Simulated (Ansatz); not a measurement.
# AlNi (Pm-3m): a volume series of phonon spectra, part 3 of 4

Wanted: mode Grüneisen parameters of AlNi and a free-energy fit over volumes.

Measurements to reproduce:
- heat capacity C_P per formula unit 45.9 J/mol/K near room temperature (given in “High-Throughput Prediction of Finite-Temperature Properties using the Quasi-Harmonic Approximation”, 2016, arXiv:1603.06924)

Ansatz 0.2.0; DFT PBEsol, scalar-relativistic, plane waves, PAW.

So far, highest frequency (cm⁻¹): step 5 (phonons, V/V0 1) 373.

The database entry behind the starting cell differs from later determinations by our own check (about 0.2 % short), so it need not match the best structure at ambient conditions.

## (7) Lattice dynamics at this volume, V/V0 1.015

Phonons at this volume give one point of F(V, T); meshes stay fixed along the series.

Contents of input.yaml:

```yaml
crystal:
  lattice:
    - [2.8762616621, 0.0, 0.0]
    - [0.0, 2.8762616621, 0.0]
    - [0.0, 0.0, 2.8762616621]
  atoms:
    - { symbol: Al, position: [0.0, 0.0, 0.0] }
    - { symbol: Ni, position: [0.5, 0.5, 0.5] }
kpoints:
  mp_grid: { grid: [16, 16, 16] }
hamiltonian:
  xc: pbesol
scf:
  occupations: { method: methfessel_paxton, width: 0.2 }
  lower_state_search: "off"
output:
  eigenvalues: true
phonons:
  method: dfpt
  qmesh: [4, 4, 4]
  temperatures: { t_max: 1000, t_step: 50 }
  qpath:
    path:
      - [[0.0, 0.0, 0.0], [0.0, 0.5, 0.0], [0.5, 0.5, 0.0], [0.0, 0.0, 0.0], [0.5, 0.5, 0.5], [0.0, 0.5, 0.0]]
      - [[0.5, 0.5, 0.5], [0.5, 0.5, 0.0]]
    npoints: 10
```

Command:

```console
> ansatz run input.yaml --threads 8 --pin off --max-ram 16384MiB --backend cpu --events-out ev --progress --plain --runs-dir out
```

Numbers of over 12 decimals in the logs are rounded to 6 here.

Log:

```text
[...]
Crystal: 2 atoms, lattice volume = 23.795 Å³
Basis set: ecut = 420 eV, 461 PW (Γ), exchange–correlation on 40×40×40 points (8 copies of the dense FFT grid, shifted against one another)
Bands: 15, of which v1, the nominal top of the filled ones, is band 11 counted from 1 (10 counted from 0)
Symmetry: 48 space group operations
k-points: 165 of 4096
[...]
k-point 164: bands = [... 7 lower, 12.9627, 12.9627, 15.8786, 15.8786, 15.8786, 17.6851, 18.4406, 18.4406]
[...]
ASR residual: 6.109e-5 → 0.000e0 eV/Å²; symmetrization residual: 6.145e-7 eV/Å²
  ASR residual per site (eV/Å²): 6.11e-5 5.76e-5
  Γ frequencies (cm⁻¹): 0.00 0.00 0.00 293.39 293.39 293.39
--- Phonons (arbitrary-q DFPT): 10 irreducible q on the 4×4×4 mesh ---
[...]
interpolated dispersion: 62 rows × 6 modes
[...]
[key lines of the parts left out:]
SCF converged after 7 iterations
Free energy (F): -6330.861094 eV
Fermi energy:    13.934848 eV
```

The job ended after 2.7 min (8 threads of Arm Neoverse V1, shared host; peak memory 2.2 GiB).

No mode is imaginary beyond numerical noise at the solved wavevectors. The highest zone-centre mode (no LO–TO term) moved by -2.9 % for a volume change of +1.5 %.

## (8) A cell at another volume, V/V0 0.985

Symmetry fixes every atom, so a single point at the scaled cell gives the energy and pressure of this member.

The cell differs from the one that the last finished run ended in (a 2.876 → 2.848 Å, b 2.876 → 2.848 Å, c 2.876 → 2.848 Å).

input.yaml, the sections that differ from step 7:

```yaml
crystal:
  lattice:
    - [2.8476402444, 0.0, 0.0]
    - [0.0, 2.8476402444, 0.0]
    - [0.0, 0.0, 2.8476402444]
  atoms:
    - { symbol: Al, position: [0.0, 0.0, 0.0] }
    - { symbol: Ni, position: [0.5, 0.5, 0.5] }
output:
  forces: true
  stress: true
  eigenvalues: true
# kpoints, hamiltonian, scf: as in step 7
# phonons: removed
```

Log:

```text
[...]
Crystal: 2 atoms, lattice volume = 23.092 Å³
Basis set: ecut = 420 eV, 461 PW (Γ), exchange–correlation on 40×40×40 points (8 copies of the dense FFT grid, shifted against one another)
Bands: 15, of which v1, the nominal top of the filled ones, is band 11 counted from 1 (10 counted from 0)
Symmetry: 48 space group operations
[...]
k-points: 165 of 4096
[...]
--- Band table (eV; the first three rows and the last of 165) ---
  k-point 0: bands = [... 7 lower, 12.8568, 12.8568, 12.8568, 20.0780, 20.0780, 20.0780, 22.6869, 22.6869]
  k-point 1: bands = [... 7 lower, 12.8233, 12.8233, 12.8604, 19.2707, 20.1758, 20.1758, 22.6885, 23.4251]
  k-point 2: bands = [... 7 lower, 12.7309, 12.7309, 12.8706, 17.8677, 20.4616, 20.4616, 22.6932, 24.5922]
  k-point 164: bands = [... 7 lower, 13.4472, 13.4472, 16.3760, 16.3760, 16.3760, 18.4763, 19.0956, 19.0956]
[key lines of the parts left out:]
SCF converged after 6 iterations
Free energy (F): -6330.860948 eV
Fermi energy:    14.455693 eV
P = ⅓ Tr σ = 2.7049 GPa (27.049 kbar)
```

The job ended after 0.65 s (8 threads; peak memory 0.36 GiB; 3.4 s of CPU time).

The run ends at a pressure of 2.70 GPa.

## (9) Phonons, V/V0 0.985

Phonons at this volume give one point of F(V, T); meshes stay fixed along the series.

input.yaml, the sections that differ from step 8:

```yaml
output:
  eigenvalues: true
phonons:
  method: dfpt
  qmesh: [4, 4, 4]
  temperatures: { t_max: 1000, t_step: 50 }
  qpath:
    path:
      - [[0.0, 0.0, 0.0], [0.0, 0.5, 0.0], [0.5, 0.5, 0.0], [0.0, 0.0, 0.0], [0.5, 0.5, 0.5], [0.0, 0.5, 0.0]]
      - [[0.5, 0.5, 0.5], [0.5, 0.5, 0.0]]
    npoints: 10
# crystal, kpoints, hamiltonian, scf: as in step 8
```

Log:

```text
[...]
Crystal: 2 atoms, lattice volume = 23.092 Å³
Basis set: ecut = 420 eV, 461 PW (Γ), exchange–correlation on 40×40×40 points (8 copies of the dense FFT grid, shifted against one another)
Bands: 15, of which v1, the nominal top of the filled ones, is band 11 counted from 1 (10 counted from 0)
Symmetry: 48 space group operations
k-points: 165 of 4096
[...]
k-point 164: bands = [... 7 lower, 13.4471, 13.4471, 16.3760, 16.3760, 16.3760, 18.4763, 19.0956, 19.0956]
[...]
ASR residual: 8.311e-5 → 0.000e0 eV/Å²; symmetrization residual: 6.181e-8 eV/Å²
  ASR residual per site (eV/Å²): 7.12e-5 8.31e-5
  Γ frequencies (cm⁻¹): 0.00 0.00 0.00 311.33 311.33 311.33
--- Phonons (arbitrary-q DFPT): 10 irreducible q on the 4×4×4 mesh ---
[...]
interpolated dispersion: 62 rows × 6 modes
[...]
[key lines of the parts left out:]
SCF converged after 7 iterations
Free energy (F): -6330.860948 eV
Fermi energy:    14.455688 eV
```

Run time: 2.7 min. Hardware: 8 threads; peak memory 2.2 GiB.

No LO-TO term. The phonon branches at the labelled points (cm⁻¹):

```tsv
point	branch 1	branch 2	branch 3	branch 4	branch 5	branch 6
Γ	0	0	0	311	311	311
halfway	124	124	151	297	297	345
X	178	178	215	277	277	383
halfway	140	167	191	273	334	378
M	134	134	202	269	370	370
halfway	80	160	180	286	334	341
Γ	0	0	0	311	311	311
halfway	122	122	184	329	329	333
R	177	177	177	352	352	352
halfway	152	153	155	316	329	372
X	178	178	215	277	277	383
jump to R	177	177	177	352	352	352
halfway	153	153	171	312	363	363
M	134	134	202	269	370	370
```

The phonon branches as a text plot (rows in cm⁻¹):

```
    375 |     ***********                           ******    ***
    359 |    *       **  **                 ********      ****
    343 |   *       *      ***           ****   ****      **
    327 |  *       *         ***       **          ***      *
    311 |***      *            *********            ***      *
    295 |   **                **                      **      *
    279 |     *******     ****                         ***     **
    263 |            *****
    247 |
    231 |
    215 |      ***                                      **
    199 |           ******                             *       **
    183 |     ******      ****       ****     **        ***   *
    167 |    *            *****          *****  ***  ***   ***
    151 |   * *   ****   *     *           *       ***       *
    136 |    *      *****     *     *    **                   ***
    120 |   *            **     *       *
    104 |  *               **  *       *
     88 |  *                 *       **
     72 | *                     *  *
     56 | *                   ** *  *
     40 |*                      ** *
     24 |*                       *
      8 |                         *
         Γ      X      M          Γ            R        X|R     M
```

No mode is imaginary beyond numerical noise at the solved wavevectors. The highest zone-centre mode (no LO–TO term) moved by +3.0 % for a volume change of -1.5 %.

## (10) A cell at another volume, V/V0 1.03

Symmetry fixes every atom, so a single point at the scaled cell gives the energy and pressure of this member.

input.yaml, the sections that differ from step 9:

```yaml
crystal:
  lattice:
    - [2.8903612093, 0.0, 0.0]
    - [0.0, 2.8903612093, 0.0]
    - [0.0, 0.0, 2.8903612093]
  atoms:
    - { symbol: Al, position: [0.0, 0.0, 0.0] }
    - { symbol: Ni, position: [0.5, 0.5, 0.5] }
output:
  forces: true
  stress: true
  eigenvalues: true
# kpoints, hamiltonian, scf: as in step 9
# phonons: removed
```

Log:

```text
[...]
Crystal: 2 atoms, lattice volume = 24.147 Å³
Basis set: ecut = 420 eV, 461 PW (Γ), exchange–correlation on 40×40×40 points (8 copies of the dense FFT grid, shifted against one another)
Bands: 15, of which v1, the nominal top of the filled ones, is band 11 counted from 1 (10 counted from 0)
Symmetry: 48 space group operations
[...]
k-points: 165 of 4096
[...]
--- Band table (eV; the first three rows and the last of 165) ---
  k-point 0: bands = [... 7 lower, 12.1773, 12.1773, 12.1773, 19.1146, 19.1146, 19.1146, 21.7705, 21.7705]
  k-point 1: bands = [... 7 lower, 12.1457, 12.1457, 12.1806, 18.3369, 19.2094, 19.2094, 21.7747, 22.4724]
  k-point 2: bands = [... 7 lower, 12.0585, 12.0585, 12.1901, 16.9695, 19.4866, 19.4866, 21.7871, 23.5758]
  k-point 164: bands = [... 7 lower, 12.7306, 12.7306, 15.6407, 15.6407, 15.6407, 17.3060, 18.1271, 18.1271]
[key lines of the parts left out:]
SCF converged after 6 iterations
Free energy (F): -6330.853050 eV
Fermi energy:    13.685385 eV
P = ⅓ Tr σ = -4.8025 GPa (-48.025 kbar)
```

It took 0.66 s on 8 threads; peak memory 0.37 GiB.

The run ends at a pressure of -4.80 GPa.

## (11) Phonons, V/V0 1.03

The same q-mesh and k-mesh are kept at every volume, so that much of their error can cancel in the differences.

input.yaml, the sections that differ from step 10:

```yaml
output:
  eigenvalues: true
phonons:
  method: dfpt
  qmesh: [4, 4, 4]
  temperatures: { t_max: 1000, t_step: 50 }
  qpath:
    path:
      - [[0.0, 0.0, 0.0], [0.0, 0.5, 0.0], [0.5, 0.5, 0.0], [0.0, 0.0, 0.0], [0.5, 0.5, 0.5], [0.0, 0.5, 0.0]]
      - [[0.5, 0.5, 0.5], [0.5, 0.5, 0.0]]
    npoints: 10
# crystal, kpoints, hamiltonian, scf: as in step 10
```

Log:

```text
[...]
Crystal: 2 atoms, lattice volume = 24.147 Å³
Basis set: ecut = 420 eV, 461 PW (Γ), exchange–correlation on 40×40×40 points (8 copies of the dense FFT grid, shifted against one another)
Bands: 15, of which v1, the nominal top of the filled ones, is band 11 counted from 1 (10 counted from 0)
Symmetry: 48 space group operations
k-points: 165 of 4096
[...]
k-point 164: bands = [... 7 lower, 12.7306, 12.7306, 15.6407, 15.6407, 15.6407, 17.3060, 18.1271, 18.1271]
[...]
ASR residual: 4.984e-5 → 0.000e0 eV/Å²; symmetrization residual: 1.015e-6 eV/Å²
  ASR residual per site (eV/Å²): 4.98e-5 2.57e-5
  Γ frequencies (cm⁻¹): 0.00 0.00 0.00 284.70 284.70 284.70
--- Phonons (arbitrary-q DFPT): 10 irreducible q on the 4×4×4 mesh ---
[...]
interpolated dispersion: 62 rows × 6 modes
[...]
[key lines of the parts left out:]
SCF converged after 7 iterations
Free energy (F): -6330.853050 eV
Fermi energy:    13.685381 eV
```

It took 2.8 min on 8 threads; peak memory 2.3 GiB; 20 min of CPU time.

No LO-TO term. Phonon branches along the path, in cm⁻¹:

```tsv
point	branch 1	branch 2	branch 3	branch 4	branch 5	branch 6
Γ	0	0	0	285	285	285
halfway	115	115	137	272	272	318
X	162	162	196	257	257	355
halfway	127	154	175	253	306	349
M	124	124	186	249	339	339
halfway	74	148	164	263	311	312
Γ	0	0	0	285	285	285
halfway	109	109	170	303	303	308
R	156	156	156	326	326	326
halfway	133	141	141	293	302	342
X	162	162	196	257	257	355
jump to R	156	156	156	326	326	326
halfway	137	137	153	290	334	334
M	124	124	186	249	339	339
```

The phonon branches as a text plot (rows in cm⁻¹):

```
    348 |      ********                             ******
    333 |    **      ******                   ******      *******
    318 |   *       *      ***           *****  ***       **
    304 |  *                 ***       ****        **       *
    289 |**        *           *********            ***      *
    274 |  ***    *           ***                     **
    259 |     ******      ****                         ***    **
    244 |           ******                                      *
    230 |
    215 |
    200 |      **                                        *
    185 |        *  ******                              *       *
    170 |     *   **      ****       ****              *      **
    155 |    * ***        *** *          *********   *********
    141 |   * *   ****   *   * *            *    ******    ***
    126 |    *      *****     *     *    ***        *         ***
    111 |   *            *              *
     96 |  *              ***  **      *
     81 |  *                         **
     67 | *                  *  *  *
     52 | *                   ** *  *
     37 |*                      ** *
     22 |*                       *
      7 |                         *
         Γ      X      M          Γ            R        X|R     M
```

No mode is imaginary beyond numerical noise at the solved wavevectors. The highest zone-centre mode (no LO–TO term) moved by -5.8 % for a volume change of +3.0 %.

## (12) A cell at another volume, V/V0 0.97

Symmetry fixes every atom, so a single point at the scaled cell gives the energy and pressure of this member.

The cell differs from the one that the last finished run ended in (a 2.890 → 2.833 Å, b 2.890 → 2.833 Å, c 2.890 → 2.833 Å).

input.yaml, the sections that differ from step 11:

```yaml
crystal:
  lattice:
    - [2.8331112148, 0.0, 0.0]
    - [0.0, 2.8331112148, 0.0]
    - [0.0, 0.0, 2.8331112148]
  atoms:
    - { symbol: Al, position: [0.0, 0.0, 0.0] }
    - { symbol: Ni, position: [0.5, 0.5, 0.5] }
output:
  forces: true
  stress: true
  eigenvalues: true
# kpoints, hamiltonian, scf: as in step 11
# phonons: removed
```

Log:

```text
[...]
Crystal: 2 atoms, lattice volume = 22.740 Å³
Basis set: ecut = 420 eV, 461 PW (Γ), exchange–correlation on 40×40×40 points (8 copies of the dense FFT grid, shifted against one another)
Bands: 15, of which v1, the nominal top of the filled ones, is band 11 counted from 1 (10 counted from 0)
Symmetry: 48 space group operations
[...]
k-points: 165 of 4096
[...]
--- Band table (eV; the first three rows and the last of 165) ---
  k-point 0: bands = [... 7 lower, 13.0965, 13.0965, 13.0965, 20.4184, 20.4184, 20.4184, 23.0099, 23.0099]
  k-point 1: bands = [... 7 lower, 13.0624, 13.0624, 13.1002, 19.6004, 20.5172, 20.5172, 23.0105, 23.7608]
  k-point 2: bands = [... 7 lower, 12.9681, 12.9681, 13.1107, 18.1850, 20.8060, 20.8060, 23.0123, 24.9492]
  k-point 164: bands = [... 7 lower, 13.7001, 13.7001, 16.6357, 16.6357, 16.6357, 18.8895, 19.4376, 19.4376]
[key lines of the parts left out:]
SCF converged after 6 iterations
Free energy (F): -6330.851838 eV
Fermi energy:    14.727755 eV
P = ⅓ Tr σ = 5.6364 GPa (56.364 kbar)
```

Run time: 0.66 s. Hardware: 8 threads; peak memory 0.36 GiB.

The run ends at a pressure of 5.64 GPa.

## (13) Phonons, V/V0 0.97

The same q-mesh and k-mesh are kept at every volume, so that much of their error can cancel in the differences.

input.yaml, the sections that differ from step 12:

```yaml
output:
  eigenvalues: true
phonons:
  method: dfpt
  qmesh: [4, 4, 4]
  temperatures: { t_max: 1000, t_step: 50 }
  qpath:
    path:
      - [[0.0, 0.0, 0.0], [0.0, 0.5, 0.0], [0.5, 0.5, 0.0], [0.0, 0.0, 0.0], [0.5, 0.5, 0.5], [0.0, 0.5, 0.0]]
      - [[0.5, 0.5, 0.5], [0.5, 0.5, 0.0]]
    npoints: 10
# crystal, kpoints, hamiltonian, scf: as in step 12
```

Log:

```text
[...]
Crystal: 2 atoms, lattice volume = 22.740 Å³
Basis set: ecut = 420 eV, 461 PW (Γ), exchange–correlation on 40×40×40 points (8 copies of the dense FFT grid, shifted against one another)
Bands: 15, of which v1, the nominal top of the filled ones, is band 11 counted from 1 (10 counted from 0)
Symmetry: 48 space group operations
k-points: 165 of 4096
[...]
k-point 164: bands = [... 7 lower, 13.7001, 13.7001, 16.6357, 16.6357, 16.6357, 18.8895, 19.4376, 19.4376]
[...]
ASR residual: 7.512e-5 → 0.000e0 eV/Å²; symmetrization residual: 3.881e-7 eV/Å²
  ASR residual per site (eV/Å²): 6.84e-5 7.51e-5
  Γ frequencies (cm⁻¹): 0.00 0.00 0.00 320.59 320.59 320.59
--- Phonons (arbitrary-q DFPT): 10 irreducible q on the 4×4×4 mesh ---
[...]
interpolated dispersion: 62 rows × 6 modes
[...]
[key lines of the parts left out:]
SCF converged after 7 iterations
Free energy (F): -6330.851838 eV
Fermi energy:    14.727750 eV
```

Elapsed: 2.7 min, on 8 threads; peak memory 2.2 GiB; 19 min of CPU time.

No LO-TO term. The phonon branches at the labelled points (cm⁻¹):

```tsv
point	branch 1	branch 2	branch 3	branch 4	branch 5	branch 6
Γ	0	0	0	321	321	321
halfway	128	128	155	305	305	354
X	184	184	222	284	284	392
halfway	144	172	196	280	343	389
M	138	138	207	276	381	381
halfway	82	164	186	294	343	351
Γ	0	0	0	321	321	321
halfway	126	126	189	339	339	342
R	184	184	184	361	361	361
halfway	157	158	159	325	339	382
X	184	184	222	284	284	392
jump to R	184	184	184	361	361	361
halfway	159	159	177	321	373	373
M	138	138	207	276	381	381
```

The phonon branches as a text plot (rows in cm⁻¹):

```
    384 |     ***********                          *******    ***
    368 |    *       **  ****               *******       ****
    351 |   *       *      ***           ****   ****      **
    335 |  *       *         ****    ****          ***      *
    319 |***      *            *********            ***      *
    302 |   **                **                      **      *
    286 |     *******     ****                         ***     **
    270 |            *****
    253 |
    237 |
    221 |      ***                                      **
    204 |           ******             *               *       **
    188 |     ******      *****      ** *    ****       ***   *
    172 |    *    *       ****           ****    **  ***   ***
    155 |   * *    ***   *     *           *       ***       *
    139 |    *      *****     *     *    **                   ***
    123 |   *            **     *       *
    106 |  *               **  *       *
     90 |  *                 *       **
     74 | *                     *  *
     57 | *                   ** *  *
     41 |*                      ** *
     25 |*                       *
      8 |                         *
         Γ      X      M          Γ            R        X|R     M
```

No mode is imaginary beyond numerical noise at the solved wavevectors. The highest zone-centre mode (no LO–TO term) moved by +6.1 % for a volume change of -3.0 %.

## (14) Single point at a scaled cell, V/V0 1.05

Symmetry fixes every atom, so a single point at the scaled cell gives the energy and pressure of this member.

The cell differs from the one that the last finished run ended in (a 2.833 → 2.909 Å, b 2.833 → 2.909 Å, c 2.833 → 2.909 Å).

input.yaml, the sections that differ from step 13:

```yaml
crystal:
  lattice:
    - [2.908949252, 0.0, 0.0]
    - [0.0, 2.908949252, 0.0]
    - [0.0, 0.0, 2.908949252]
  atoms:
    - { symbol: Al, position: [0.0, 0.0, 0.0] }
    - { symbol: Ni, position: [0.5, 0.5, 0.5] }
output:
  forces: true
  stress: true
  eigenvalues: true
  write_density: true
  write_potential: true
  elf: true
  volumetric_format: npy
# kpoints, hamiltonian, scf: as in step 13
# phonons: removed
```

Log:

```text
[...]
Crystal: 2 atoms, lattice volume = 24.615 Å³
Basis set: ecut = 420 eV, 461 PW (Γ), exchange–correlation on 40×40×40 points (8 copies of the dense FFT grid, shifted against one another)
Bands: 15, of which v1, the nominal top of the filled ones, is band 11 counted from 1 (10 counted from 0)
Symmetry: 48 space group operations
[...]
k-points: 165 of 4096
[...]
--- Band table (eV; the first three rows and the last of 165) ---
  k-point 0: bands = [... 7 lower, 11.8929, 11.8929, 11.8929, 18.7121, 18.7121, 18.7121, 21.3867, 21.3867]
  k-point 1: bands = [... 7 lower, 11.8621, 11.8621, 11.8961, 17.9466, 18.8056, 18.8056, 21.3919, 22.0734]
  k-point 2: bands = [... 7 lower, 11.7771, 11.7771, 11.9054, 16.5940, 19.0791, 19.0791, 21.4074, 23.1483]
  k-point 164: bands = [... 7 lower, 12.4311, 12.4311, 15.3340, 15.3340, 15.3340, 16.8168, 17.7227, 17.7227]
[key lines of the parts left out:]
SCF converged after 6 iterations
Free energy (F): -6330.834814 eV
Fermi energy:    13.363447 eV
P = ⅓ Tr σ = -7.6030 GPa (-76.030 kbar)
```

Wall time 0.91 s (8 threads); peak memory 0.37 GiB.

The run ends at a pressure of -7.60 GPa.

(Continued in part 4 of 4.)

[Logs are printed without paths, hosts, clocks, repeated set-up lines and the standing remarks that a program may print on its own settings, such as how far it seeks lower states.]

[Hosts, paths, dates, database ids (printed as entryN), source tags and the programs' standing remarks are cut or masked in the printed files.]

[A step with changed settings may run another functional than the one named; its input shows which.]

[Of the runs on displaced cells, only some may be shown.]
